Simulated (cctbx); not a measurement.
# From intensities to atoms

Cell a = 8.0120 Å, b = 8.0120 Å, c = 4.5720 Å, α = 90.00°, β = 90.00°, γ = 90.00°; space group I4/mmm (no. 139); content Au2 Cu24.

The data are simulated with cctbx, not measured: Cu Kα, λ = 1.54184 Å, to d = 0.8 Å, 80 % of the full sphere, strongest reflection 20000 counts, noise from counting, a 3 % proportional error and a noise floor of 4 counts (s.d.); no absorption, and some extinction, which the refinements don't model.

Charge flipping in P1 on normalised amplitudes to 0.9 Å, δ = 0.9 σ, 10 % of the reflections treated as weak, 100 cycles:

```text
cycle      R  skewness
    0  0.578     0.07
    8  0.362     1.28
   16  0.391     1.58
   24  0.379     1.95
   32  0.389     2.34
   40  0.372     2.76
   48  0.336     2.99
   56  0.351     3.17
   64  0.331     3.32
   72  0.334     3.51
   80  0.355     3.27
   88  0.354     3.21
   96  0.385     3.24
origin shift          correlation  skewness
 0.191  0.341  0.298      0.956      8.53
 0.476  0.625  0.309      0.884      2.47
 0.424  0.537  0.312      0.879      1.90
-0.001  0.528  0.313      0.866      3.15
taken: symmetry correlation 0.956, skewness 8.53
peak      x       y       z  mult  height/sigma
Q1    0.0000  0.0000  0.5000    2     22.3
Q2    0.2500  0.2500  0.2500    8      4.0
Q3    0.0000  0.3572  0.5000    8      3.8
Q4    0.0000  0.2296  0.0000    8      3.5
Q5    0.0000  0.4409  0.0000    8      1.7
Q6    0.0713  0.2519  0.2728   32      1.4
Q7    0.0000  0.0000  0.0000    2      1.4
Q8    0.1439  0.2599  0.5000   16      1.2
Q9    0.1797  0.1797  0.0000    8      1.0
```

The origin is taken among those within 0.04 of the best correlation, by the skewness of the map.

It took 0.31 s on 1 thread of Arm Neoverse V2, on a shared host, peak memory 0.07 GiB.

**Question.** Which peaks are atoms, and which elements?

Heights go roughly as Z and multiplicities must add up to the content. First model: Q1 = Au1 (2 in the cell, height 22.3), Q2 = Cu1 (8 in the cell, height 4.0), Q3 = Cu2 (8 in the cell, height 3.8) and Q4 = Cu3 (8 in the cell, height 3.5). Against the true structure, Q1 is Au, Q2 is Cu, Q3 is Cu and Q4 is Cu; the other peaks are not atoms.

Least squares on F², isotropic:

```text
Rint 0.026, 107 unique reflections to 0.80 A
cycle     R1     wR2    GooF  max shift (A)
   1  0.0934  0.2220  13.863   0.04458
   2  0.0179  0.0384   2.396   0.00000
final R1 0.0179 wR2 0.0384 GooF 2.396  parameters 6  data/parameter 17.8
atom        x        y        z      Ueq    occ   su(xyz)  su(Uiso or U11)
Au1    0.00000  0.00000  0.50000   0.0106  1.000  0.00000  0.0002
Cu1    0.25000  0.25000  0.25000   0.0126  1.000  0.00000  0.0004
Cu2    0.00000  0.36198  0.50000   0.0164  1.000  0.00017  0.0004
Cu3    0.00000  0.23516  0.00000   0.0150  1.000  0.00016  0.0003
difference map: max 0.58 min -2.21 rms 0.25
Q1    0.0695  0.3625  0.5000   16    0.61  0.56 A from Cu2
Q2    0.0000  0.0686  0.5000    8    0.58  0.55 A from Au1
Q3    0.0000  0.0000  0.2674    4    0.55  1.06 A from Au1
Q4    0.0774  0.2390  0.0000   16    0.50  0.62 A from Cu3
Q5    0.1331  0.1331  0.5000    8    0.45  1.51 A from Au1
```

Anisotropic refinement:

```text
Rint 0.026, 107 unique reflections to 0.80 A
cycle     R1     wR2    GooF  max shift (A)
   1  0.0178  0.0384   2.497   0.00066
   2  0.0118  0.0214   1.394   0.00000
final R1 0.0118 wR2 0.0214 GooF 1.394  parameters 14  data/parameter 7.6
atom        x        y        z      Ueq    occ   su(xyz)  su(Uiso or U11)
Au1    0.00000  0.00000  0.50000   0.0105  1.000  0.00000  0.0002
Cu1    0.25000  0.25000  0.25000   0.0127  1.000  0.00000  0.0003
Cu2    0.00000  0.36196  0.50000   0.0165  1.000  0.00010  0.0004
Cu3    0.00000  0.23524  0.00000   0.0150  1.000  0.00010  0.0004
difference map: max 0.35 min -0.94 rms 0.20
Q1    0.0560  0.0560  0.1592   16    0.36  1.67 A from Cu3
Q2    0.1271  0.1271  0.5000    8    0.34  1.44 A from Au1
Q3    0.1338  0.2690  0.0000   16    0.31  1.11 A from Cu3
Q4    0.0000  0.1458  0.2917   16    0.30  1.51 A from Au1
Q5    0.0846  0.3579  0.2973   32    0.29  1.15 A from Cu2
Q6    0.1970  0.1970  0.0970   16    0.24  0.92 A from Cu1
```

**Reading.** The refinement ends at R1 = 0.0118, wR2 = 0.0214, GooF = 1.39, with difference density between -0.94 and 0.35 e/Å³. Every site matches the true model in element, within 0.001 Å r.m.s., up to an allowed shift of origin.

True model:

| atom | mult. | x | y | z | Ueq (Å²) |
| --- | --- | --- | --- | --- | --- |
| Au1 | 2 | 0 | 0 | 0 | 0.0110 |
| Cu1 | 8 | 0.7353 | 1/2 | 0 | 0.0156 |
| Cu2 | 8 | 0.1381 | 1/2 | 1/2 | 0.0170 |
| Cu3 | 8 | 1/4 | 3/4 | 3/4 | 0.0132 |

The model is made up (kin elements in a known structure type, no relaxation), so it says nothing on whether the phase exists.

[Middle refinement cycles are left out of these outputs.]

[Logs are printed without paths, hosts, clocks, repeated set-up lines and the standing remarks that a program may print on its own settings, such as how far it seeks lower states.]
